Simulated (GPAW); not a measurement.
# A GW chain in GPAW: CsCu2I3 (Cmcm)

Aim: the G0W0 gap of CsCu2I3 (Cmcm) on LDA, step by step.

Program: GPAW 26.7.0. Level of theory: LDA and many-body steps on it, plane waves. Results are calculated unless marked as measured.

### 1. Starting point

It takes space group Cmcm (No. 63, orthorhombic). The conventional cell has a = 10.548 Å, b = 13.172 Å, c = 6.097 Å, α = 90.00°, β = 90.00°, γ = 90.00°. Cs has 10 I at 3.88 to 4.47 Å nearest. Nearest to Cu lie 4 I at 2.60 to 2.70 Å. I has 4 Cu at 2.70 Å and 2 Cs at 4.09 Å nearest. Nearest to I lie 2 Cu at 2.60 Å and 4 Cs at 3.88 to 4.47 Å. Farther neighbours and most contacts between anions are not listed.

As a file:

```
Cs Cu I
1.0
     5.27395   -6.58625    0.00000
     5.27395    6.58625    0.00000
     0.00000    0.00000    6.09718
Cs Cu I
2 4 6
Direct
  0.32780 0.67220 0.25000
  0.67220 0.32780 0.75000
  0.85100 0.85100 0.00000
  0.14900 0.14900 0.50000
  0.14900 0.14900 0.00000
  0.85100 0.85100 0.50000
  0.87960 0.12040 0.25000
  0.12040 0.87960 0.75000
  0.83600 0.59800 0.25000
  0.16400 0.40200 0.75000
  0.59800 0.83600 0.75000
  0.40200 0.16400 0.25000
```

The cell and positions come from the Crystallography Open Database and are kept as given unless a step says otherwise. Spin-orbit coupling is left out unless a step names it.

### 2. Ground state

This step: GPAW 26.7.0; DFT, LDA, plane waves, PAW.

The ground-state density comes first.

The input, run.py:

```python
import json
import numpy as np
from gpaw.mpi import world
from ase import Atoms
from gpaw import GPAW, PW, FermiDirac

atoms = Atoms(['Cs', 'Cs', 'Cu', 'Cu', 'Cu', 'Cu', 'I', 'I', 'I', 'I', 'I', 'I'],
    cell=[[5.2739500000, -6.5862500000, 0.0000000000],
      [5.2739500000, 6.5862500000, 0.0000000000],
      [0.0000000000, 0.0000000000, 6.0971800000]],
    scaled_positions=[[0.3278000000, 0.6722000000, 0.2500000000],
      [0.6722000000, 0.3278000000, 0.7500000000],
      [0.8510000000, 0.8510000000, 0.0000000000],
      [0.1490000000, 0.1490000000, 0.5000000000],
      [0.1490000000, 0.1490000000, 0.0000000000],
      [0.8510000000, 0.8510000000, 0.5000000000],
      [0.8796000000, 0.1204000000, 0.2500000000],
      [0.1204000000, 0.8796000000, 0.7500000000],
      [0.8360000000, 0.5980000000, 0.2500000000],
      [0.1640000000, 0.4020000000, 0.7500000000],
      [0.5980000000, 0.8360000000, 0.7500000000],
      [0.4020000000, 0.1640000000, 0.2500000000]],
    pbc=(True, True, True))
calc = GPAW(mode=PW(600),
    xc='LDA',
    kpts={'size': (4, 4, 4), 'gamma': True},
    occupations=FermiDirac(0.001),
    nbands=-12,
    convergence={'density': 1e-6, 'bands': -3},
    maxiter=100,
    txt='gs.txt')
atoms.calc = calc
res = {'energy': atoms.get_potential_energy()}
kpts = calc.get_ibz_k_points()
res['kpts'] = kpts
res['eigenvalues'] = [calc.get_eigenvalues(kpt=k) for k in range(len(kpts))]
res['n_electrons'] = calc.get_number_of_electrons()
calc.write('gs.gpw')

if world.rank == 0:
    with open('result.json', 'w') as f:
        json.dump(res, f, default=lambda x: x.tolist())
```

On the command line:

```
mpirun -n 4 gpaw python run.py
```

The program printed:

```text
__  _  _
 | _ |_)|_||  |
 |__||  | ||/\| - 26.7.0

Input parameters:
  mode=PW(ecut=600.0),
  convergence={'density': 1e-06, 'bands': -3},
  kpts=MonkhorstPack(size=(4, 4, 4), gamma=True),
  maxiter=100,
  nbands=-12,
  occupations=Occupations(name='fermi-dirac', width=0.001, fixmagmom=False),
  xc=XC(name='LDA')
  [... matrices ...]
Diagonalizing LCAO Hamiltonian
Converting LCAO to pw mode

                       I

               I          I

          Cu      Cs         Cu
                     Cs

             I          I
          Cu                 Cu
                I

Atoms  # Å, Bohr magnetons
|    | symbol |        x |         y |        z |    initial magnetic moments |
|  0 |     Cs | 5.273950 |  2.268305 | 1.524295 | ( 0.0000,  0.0000,  0.0000) |
|  1 |     Cs | 5.273950 | -2.268304 | 4.572885 | ( 0.0000,  0.0000,  0.0000) |
|  2 |     Cu | 8.976263 |  0.000000 | 0.000000 | ( 0.0000,  0.0000,  0.0000) |
|  3 |     Cu | 1.571637 |  0.000000 | 3.048590 | ( 0.0000,  0.0000,  0.0000) |
|  4 |     Cu | 1.571637 |  0.000000 | 0.000000 | ( 0.0000,  0.0000,  0.0000) |
|  5 |     Cu | 8.976263 |  0.000000 | 3.048590 | ( 0.0000,  0.0000,  0.0000) |
|  6 |      I | 5.273950 | -5.000281 | 1.524295 | ( 0.0000,  0.0000,  0.0000) |
|  7 |      I | 5.273950 |  5.000281 | 4.572885 | ( 0.0000,  0.0000,  0.0000) |
|  8 |      I | 7.562844 | -1.567528 | 1.524295 | ( 0.0000,  0.0000,  0.0000) |
|  9 |      I | 2.985056 |  1.567528 | 4.572885 | ( 0.0000,  0.0000,  0.0000) |
| 10 |      I | 7.562844 |  1.567527 | 4.572885 | ( 0.0000,  0.0000,  0.0000) |
| 11 |      I | 2.985056 | -1.567528 | 1.524295 | ( 0.0000,  0.0000,  0.0000) |

Unit cell  # Å
| periodic |        x |         y |        z |  lengths |     angles |
|      yes | 5.273950 | -6.586250 | 0.000000 | 8.437609 |  90.000000 |
|      yes | 5.273950 |  6.586250 | 0.000000 | 8.437609 |  90.000000 |
|      yes | 0.000000 |  0.000000 | 6.097180 | 6.097180 | 102.627889 |

Number of symmetries: 4
Symmetry operations  # r_c * U_cc + t_c -> r_c
|   | kind |            matrix            |
| 0 |  E   |  1, 0, 0,  0, 1, 0,  0, 0, 1 |
| 1 |  C2  |  0, 1, 0,  1, 0, 0,  0, 0,-1 |
| 2 |  σ   |  0,-1, 0, -1, 0, 0,  0, 0, 1 |
| 3 |  i   | -1, 0, 0,  0,-1, 0,  0, 0,-1 |

BZ-sampling:
  Number of BZ points: 64
  Number of IBZ points: 24

  Monkhorst-Pack size: [4, 4, 4]
  Monkhorst-Pack shift: [0.125, 0.125, 0.125]

K-points  # in reciprocal-cell coordinates
|     |                                coordinates |     weight |
|   0 | (  0.00000000,   0.00000000,   0.00000000) | 0.01562500 |
|   1 | (  0.00000000,   0.00000000,   0.25000000) | 0.03125000 |
|   2 | (  0.00000000,   0.00000000,   0.50000000) | 0.01562500 |
|   3 | (  0.25000000,  -0.25000000,  -0.25000000) | 0.03125000 |
|   4 | (  0.25000000,  -0.25000000,   0.00000000) | 0.03125000 |
|   5 | (  0.25000000,  -0.25000000,   0.25000000) | 0.03125000 |
|   6 | (  0.25000000,  -0.25000000,   0.50000000) | 0.03125000 |
|   7 | (  0.25000000,   0.00000000,  -0.25000000) | 0.06250000 |
|   8 | (  0.25000000,   0.00000000,   0.00000000) | 0.06250000 |
|   9 | (  0.25000000,   0.00000000,   0.25000000) | 0.06250000 |
| ... |                                            |            |
|  23 | (  0.50000000,   0.50000000,   0.50000000) | 0.01562500 |

Plane wave coefficients: 14174
Cutoff: 600.0 eV

Spin-components: 1 (collinear spins)
Bands:           64
Projectors:      64
Spin-degeneracy: 2
Datatype:        complex128

  Storage: CPU
  Wave functions: 347_283_456 bytes (86_820_864 per core)
  Projectors: 200_773_248 bytes (50_193_312 per core)
  [... matrices ...]
Parallelization:
  kpt:    4
  domain: 1
  band:   1

Density:
  Valence electrons: 104.0
  Components: 1
  Grid points: [48 48 35]
  Charge: 0.0  # |e|

Potential:
  Grid points: [48 48 35]

species:
  Cs:
    name:    Caesium
    Z:       55.0
    valence: 9
    core:    46
    charge:  0.0  # [|e|]
    compensation charges:
      type: gauss
      rc: 0.33  # [Å]
      lmax: 2
    cutoffs:
      filter: 2.06  # [Å]
      core: 2.51  # [Å]
    projectors
    | kind |    occ | energy [eV] | rcut [Å] |
    |   5s |  2.000 |     -26.872 |    1.164 |
    |   6s |  1.000 |      -2.224 |    1.164 |
    |   5p |  6.000 |     -13.611 |    1.058 |
    |    p |        |      13.601 |    1.058 |
    |    d |        |       0.000 |    1.058 |

    Using partial waves for Cs as LCAO basis

  Cu:
    name:    Copper
    Z:       29.0
    valence: 11
    core:    18
    charge:  0.0  # [|e|]
    compensation charges:
      type: gauss
      rc: 0.33  # [Å]
      lmax: 2
    cutoffs:
      filter: 2.06  # [Å]
      core: 2.43  # [Å]
    projectors
    | kind |    occ | energy [eV] | rcut [Å] |
    |   4s |  1.000 |      -4.857 |    1.164 |
    |   4p |  0.000 |      -0.783 |    1.164 |
    |   3d | 10.000 |      -5.324 |    1.058 |
    |    s |        |      22.354 |    1.164 |
    |    p |        |      26.429 |    1.164 |
    |    d |        |      21.887 |    1.058 |

    Using partial waves for Cu as LCAO basis

  I:
    name:    Iodine
    Z:       53.0
    valence: 7
    core:    46
    charge:  0.0  # [|e|]
    compensation charges:
      type: gauss
      rc: 0.37  # [Å]
      lmax: 2
    cutoffs:
      filter: 2.06  # [Å]
      core: 2.90  # [Å]
    projectors
    | kind |    occ | energy [eV] | rcut [Å] |
    |   5s |  2.000 |     -17.626 |    1.164 |
    |   5p |  5.000 |      -7.241 |    1.164 |
    |    s |        |       9.585 |    1.164 |
    |    p |        |      19.970 |    1.164 |
    |    d |        |       0.000 |    1.164 |

    Using partial waves for I as LCAO basis

Reference energy: -1763373.830093  # eV

eigensolver:
  PPCG
  Converge bands: -3
  niter=2

density mixing:
  MSR1-Mixer
  Pratt-step length: 0.05
  Maximum mixing coefficient: 0.75
  Old densities: 10
  SVD Regularization: 0.005
  Good broyden scale: 1.0
  Trust region scale: 1.0
  Backstep threshold: 4.0
  History deletion threshold: 6.0
  Fourier metric: weight=20.0, sigma=0.015

occupation numbers:
  Fermi-Dirac:
    width: 0.0010  # eV

poisson solver:
  ecut: 4800.0  # eV

xc functional:
  name: None

Initialization done in: 4.421 s

convergence criteria:
- Maximum integral of absolute [dens]ity change: 1e-06 electrons / valence electron
- Maximum [total energy] change in last 3 cyles: 0.0005 eV / valence electron
- Maximum integral of absolute [eigenst]ate change: 4e-08 eV^2 / valence electron
maximum number of iterations: 100

SCF iterations
|iter     |     time |      energy | eigst |  dens |
|iter:   1|  |  -40.979388 | +0.74 |       |
|iter:   2|  |  -40.481917 | -0.63 | -1.30 |
|iter:   3|  |  -39.601112 | -0.86 | -1.38 |
|iter:   4|  |  -39.543648 | -1.69 | -1.75 |
|iter:   5|  |  -39.512139 | -1.95 | -1.92 |
|iter:   6|  |  -39.510711c| -2.20 | -2.46 |
|iter:   7|  |  -39.510654c| -2.63 | -3.12 |
|iter:   8|  |  -39.510647c| -3.31 | -3.62 |
|iter:   9|  |  -39.510650c| -3.69 | -3.96 |
|iter:  10|  |  -39.510650c| -3.97 | -4.44 |
|iter:  11|  |  -39.510650c| -3.82 | -4.85 |
|iter:  12|  |  -39.510650c| -3.96 | -5.29 |
|iter:  13|  |  -39.510650c| -4.20 | -5.62 |
|iter:  14|  |  -39.510650c| -4.68 | -6.16c|
|iter:  15|  |  -39.510650c| -5.08 | -6.70c|
|iter:  16|  |  -39.510650c| -5.14 | -7.22c|
|iter:  17|  |  -39.510650c| -5.50 | -7.66c|
|iter:  18|  |  -39.510650c| -5.76 | -8.10c|
|iter:  19|  |  -39.510650c| -5.92 | -8.43c|
|iter:  20|  |  -39.510650c| -6.36 | -8.69c|
|iter:  21|  |  -39.510650c| -6.70 | -8.71c|
|iter:  22|  |  -39.510650c| -6.92 | -9.18c|
|iter:  23|  |  -39.510650c| -7.25 | -9.01c|
|iter:  24|  |  -39.510650c| -7.45c| -9.57c|

Converged in 24 steps
SCF loop duration: 110.709 s (4.613 s/step)
Energy contributions relative to reference atoms: (reference = -1763373.830093)
  [... matrices ...]
Energy contributions:
  Kinetic:           7.158545
  Coulomb:         -11.089665
  Zero:             -0.186115
  External:          0.000000
  Xc:              -35.393415
  Entropy:          -0.000000
  Spinorbit:         0.000000
  ----------------------------
  Free energy:     -39.510650
  Extrapolated:    -39.510650

dipole moment: (0.000258, -0.000000, -26.007581)  # |e|*Ang

Fermi level: 4.946
Eigenvalues  # (at kpt = [0.000, 0.000, 0.000])
| band index |      eig [eV] | occ [0-2] |
|          0 |       -18.085 |     2.000 |
|        ... |               |           |
|         44 |         2.624 |     2.000 |
|         45 |         2.631 |     2.000 |
|         46 |         2.669 |     2.000 |
|         47 |         2.765 |     2.000 |
|         48 |         2.832 |     2.000 |
|         49 |         3.291 |     2.000 |
|         50 |         3.309 |     2.000 |
|         51 |         3.499 |     2.000 |
|         52 |         5.281 |     0.000 |
[...]
|         56 |         6.645 |     0.000 |
|         57 |         6.684 |     0.000 |
|         58 |         6.889 |     0.000 |
|         59 |         7.130 |     0.000 |
|        ... |               |           |
|         63 |         8.168 |     0.000 |

Gap: 1.781 eV
Transition (v -> c):
  (s=0, k=0, n=51, [0.00, 0.00, 0.00]) -> (s=0, k=0, n=52, [0.00, 0.00, 0.00])
No difference between direct/indirect transitions
# Writing to gs.gpw (mode='')
  [... matrices ...]
```

Wall time 1.9 min (4 MPI ranks of Intel Xeon 6975P-C (Granite Rapids), shared host); peak memory 1.9 GiB; 7.8 min of CPU time.

This step gave:

- total energy: -39.51 eV
- gap: 1.781 eV
- k of the valence top: 0, 0, 0
- k of the conduction bottom: 0, 0, 0
- least direct gap: 1.781 eV

The gap is direct, at Γ.

### 3. Bands along the symmetry lines

Levels along a band path, at the cheap level, show where the edges lie and whether the meshes to come will hold them.

The input, run.py:

```python
import json
import numpy as np
from gpaw.mpi import world
from gpaw import GPAW

path = [[0.000000, 0.000000, 0.000000],
    [-0.062500, 0.062500, 0.000000],
    [-0.125000, 0.125000, 0.000000],
    [-0.187500, 0.187500, 0.000000],
    [-0.250000, 0.250000, 0.000000],
    [-0.312500, 0.312500, 0.000000],
    [-0.375000, 0.375000, 0.000000],
    [-0.437500, 0.437500, 0.000000],
    [-0.500000, 0.500000, 0.000000],
    [-0.488788, 0.511212, 0.000000],
    [-0.477575, 0.522425, 0.000000],
    [-0.466363, 0.533637, 0.000000],
    [-0.455150, 0.544850, 0.000000],
    [-0.443938, 0.556062, 0.000000],
    [-0.432726, 0.567274, 0.000000],
    [-0.421513, 0.578487, 0.000000],
    [-0.410301, 0.589699, 0.000000],
    [0.410301, 0.410301, 0.000000],
    [0.359013, 0.359013, 0.000000],
    [0.307726, 0.307726, 0.000000],
    [0.256438, 0.256438, 0.000000],
    [0.205150, 0.205150, 0.000000],
    [0.153863, 0.153863, 0.000000],
    [0.102575, 0.102575, 0.000000],
    [0.051288, 0.051288, 0.000000],
    [0.000000, 0.000000, 0.000000],
    [0.000000, 0.000000, 0.062500],
    [0.000000, 0.000000, 0.125000],
    [0.000000, 0.000000, 0.187500],
    [0.000000, 0.000000, 0.250000],
    [0.000000, 0.000000, 0.312500],
    [0.000000, 0.000000, 0.375000],
    [0.000000, 0.000000, 0.437500],
    [0.000000, 0.000000, 0.500000],
    [0.051288, 0.051288, 0.500000],
    [0.102575, 0.102575, 0.500000],
    [0.153863, 0.153863, 0.500000],
    [0.205150, 0.205150, 0.500000],
    [0.256438, 0.256438, 0.500000],
    [0.307726, 0.307726, 0.500000],
    [0.359013, 0.359013, 0.500000],
    [0.410301, 0.410301, 0.500000],
    [-0.410301, 0.589699, 0.500000],
    [-0.421513, 0.578487, 0.500000],
    [-0.432726, 0.567274, 0.500000],
    [-0.443938, 0.556062, 0.500000],
    [-0.455150, 0.544850, 0.500000],
    [-0.466363, 0.533637, 0.500000],
    [-0.477575, 0.522425, 0.500000],
    [-0.488788, 0.511212, 0.500000],
    [-0.500000, 0.500000, 0.500000],
    [-0.500000, 0.500000, 0.437500],
    [-0.500000, 0.500000, 0.375000],
    [-0.500000, 0.500000, 0.312500],
    [-0.500000, 0.500000, 0.250000],
    [-0.500000, 0.500000, 0.187500],
    [-0.500000, 0.500000, 0.125000],
    [-0.500000, 0.500000, 0.062500],
    [-0.500000, 0.500000, 0.000000],
    [0.000000, 0.000000, 0.000000],
    [0.000000, 0.062500, 0.000000],
    [0.000000, 0.125000, 0.000000],
    [0.000000, 0.187500, 0.000000],
    [0.000000, 0.250000, 0.000000],
    [0.000000, 0.312500, 0.000000],
    [0.000000, 0.375000, 0.000000],
    [0.000000, 0.437500, 0.000000],
    [0.000000, 0.500000, 0.000000],
    [0.000000, 0.500000, 0.062500],
    [0.000000, 0.500000, 0.125000],
    [0.000000, 0.500000, 0.187500],
    [0.000000, 0.500000, 0.250000],
    [0.000000, 0.500000, 0.312500],
    [0.000000, 0.500000, 0.375000],
    [0.000000, 0.500000, 0.437500],
    [0.000000, 0.500000, 0.500000],
    [0.000000, 0.437500, 0.500000],
    [0.000000, 0.375000, 0.500000],
    [0.000000, 0.312500, 0.500000],
    [0.000000, 0.250000, 0.500000],
    [0.000000, 0.187500, 0.500000],
    [0.000000, 0.125000, 0.500000],
    [0.000000, 0.062500, 0.500000],
    [0.000000, 0.000000, 0.500000],
    [-0.062500, 0.062500, 0.500000],
    [-0.125000, 0.125000, 0.500000],
    [-0.187500, 0.187500, 0.500000],
    [-0.250000, 0.250000, 0.500000],
    [-0.312500, 0.312500, 0.500000],
    [-0.375000, 0.375000, 0.500000],
    [-0.437500, 0.437500, 0.500000],
    [-0.500000, 0.500000, 0.500000]]
calc = GPAW('gs.gpw').fixed_density(kpts=path,
    symmetry='off',
    nbands=62,
    convergence={'bands': 58},
    txt='bands.txt')
res = {}
kpts = calc.get_ibz_k_points()
res['kpts'] = kpts
res['eigenvalues'] = [calc.get_eigenvalues(kpt=k) for k in range(len(kpts))]
res['n_electrons'] = calc.get_number_of_electrons()

if world.rank == 0:
    with open('result.json', 'w') as f:
        json.dump(res, f, default=lambda x: x.tolist())
```

On the command line:

```
mpirun -n 4 gpaw python run.py
```

The program printed:

```text
Diagonalizing LCAO Hamiltonian
Converting LCAO to pw mode
convergence criteria:
- Maximum integral of absolute [eigenst]ate change: 4e-08 eV^2 / valence electron
maximum number of iterations: 100

SCF iterations
|iter     |     time |      energy | eigst |  dens |
|iter:   1|  |             | +0.67 |       |
|iter:   2|  |             | -0.14 |       |
|iter:   3|  |             | -0.77 |       |
[...]
|iter:  29|  |             | -7.23 |       |
|iter:  30|  |             | -7.34 |       |
|iter:  31|  |             | -7.40c|       |
SCF steps: 31
  __  _  _
 | _ |_)|_||  |
 |__||  | ||/\| - 26.7.0

Input parameters:
  mode=PW(ecut=600.0),
  convergence={'bands': 58},
  gpts=array([48, 48, 35]),
  kpts=KPoints(kpts=array([[ 0.      ,  0.      ,  0.      ],
         [-0.0625  ,  0.0625  ,  0.      ],
         [-0.125   ,  0.125   ,  0.      ],
         [-0.1875  ,  0.1875  ,  0.      ],
[...]
[-0.488788,  0.511212,  0.      ],
         [-0.477575,  0.522425,  0.      ],
         [-0.466363,  0.533637,  0.      ],
[...]
[ 0.410301,  0.410301,  0.      ],
         [ 0.359013,  0.359013,  0.      ],
         [ 0.307726,  0.307726,  0.      ],
[...]
[ 0.20515 ,  0.20515 ,  0.      ],
[...]
[ 0.      ,  0.      ,  0.      ],
         [ 0.      ,  0.      ,  0.0625  ],
[...]
[ 0.359013,  0.359013,  0.5     ],
         [ 0.410301,  0.410301,  0.5     ],
[...]
[-0.477575,  0.522425,  0.5     ],
         [-0.488788,  0.511212,  0.5     ],
[...]
[ 0.      ,  0.0625  ,  0.5     ],
         [ 0.      ,  0.      ,  0.5     ],
[...]
[-0.375   ,  0.375   ,  0.5     ],
         [-0.4375  ,  0.4375  ,  0.5     ],
         [-0.5     ,  0.5     ,  0.5     ]])),
  maxiter=100,
  nbands=62,
  occupations=Occupations(name='fermi-dirac', width=0.001, fixmagmom=False),
  parallel={},
  symmetry=Symmetry(point_group=False, time_reversal=False),
  xc=XC(name='LDA')
```

Run time: 7.3 min. Hardware: 4 MPI ranks; peak memory 3.4 GiB; 29 min of CPU time.

Numbers from this step:

- gap: 1.781 eV
- k of the valence top: 0, 0, 0
- k of the conduction bottom: 0, 0, 0
- least direct gap: 1.781 eV

The gap is 1.781 eV, as in the run before at this level.

The electronic bands at the labelled points (eV, zero at the top of the highest filled band):

```
     point  band 49  band 50  band 51  band 52  band 53  band 54  band 55  band 56
         Γ    -0.67    -0.21    -0.19     0.00     1.78     2.90     2.99     2.99
   halfway    -0.70    -0.55    -0.20    -0.12     2.50     3.02     3.20     3.26
         Y    -0.75    -0.73    -0.25    -0.21     3.05     3.25     3.42     3.52
   halfway    -0.75    -0.70    -0.25    -0.22     3.05     3.25     3.41     3.54
        C0    -0.74    -0.65    -0.26    -0.23     3.06     3.27     3.39     3.62
jump to Σ0    -0.74    -0.65    -0.26    -0.23     3.06     3.27     3.39     3.62
   halfway    -0.60    -0.36    -0.27    -0.24     2.55     3.02     3.21     3.32
         Γ    -0.67    -0.21    -0.19     0.00     1.78     2.90     2.99     2.99
   halfway    -0.57    -0.41    -0.26    -0.11     2.46     2.77     3.11     3.16
         Z    -0.41    -0.41    -0.37    -0.37     2.57     2.57     2.83     2.83
   halfway    -0.47    -0.47    -0.38    -0.38     2.95     2.95     3.12     3.12
        A0    -0.48    -0.48    -0.33    -0.33     3.60     3.60     3.68     3.68
jump to E0    -0.48    -0.48    -0.33    -0.33     3.60     3.60     3.68     3.68
   halfway    -0.47    -0.47    -0.33    -0.33     3.64     3.64     3.79     3.79
         T    -0.46    -0.46    -0.33    -0.33     3.64     3.64     3.85     3.85
   halfway    -0.70    -0.65    -0.34    -0.22     3.38     3.49     3.52     3.97
         Y    -0.75    -0.73    -0.25    -0.21     3.05     3.25     3.42     3.52
 jump to Γ    -0.67    -0.21    -0.19     0.00     1.78     2.90     2.99     2.99
   halfway    -0.59    -0.43    -0.22    -0.09     2.27     3.04     3.11     3.15
         S    -0.67    -0.50    -0.26    -0.12     2.85     3.13     3.21     3.25
   halfway    -0.53    -0.51    -0.23    -0.18     2.64     3.07     3.19     3.39
         R    -0.42    -0.42    -0.38    -0.38     3.00     3.00     3.46     3.46
   halfway    -0.45    -0.45    -0.38    -0.38     2.79     2.79     3.09     3.09
         Z    -0.41    -0.41    -0.37    -0.37     2.57     2.57     2.83     2.83
   halfway    -0.42    -0.42    -0.40    -0.40     3.07     3.07     3.33     3.33
         T    -0.46    -0.46    -0.33    -0.33     3.64     3.64     3.85     3.85
```

(Continued in part 2 of 2.)

[Paths, hosts, dates, memory and timing lines, banners, echoed tables and standing remarks are left out of the program output.]

[Logs are printed without paths, hosts, clocks, repeated set-up lines and the standing remarks that a program may print on its own settings, such as how far it seeks lower states.]

[Runs of the session that timed out or met a known fault of the program may be left out.]

[Hosts, paths, dates, database ids (printed as entryN), source tags and the programs' standing remarks are cut or masked in the printed files.]
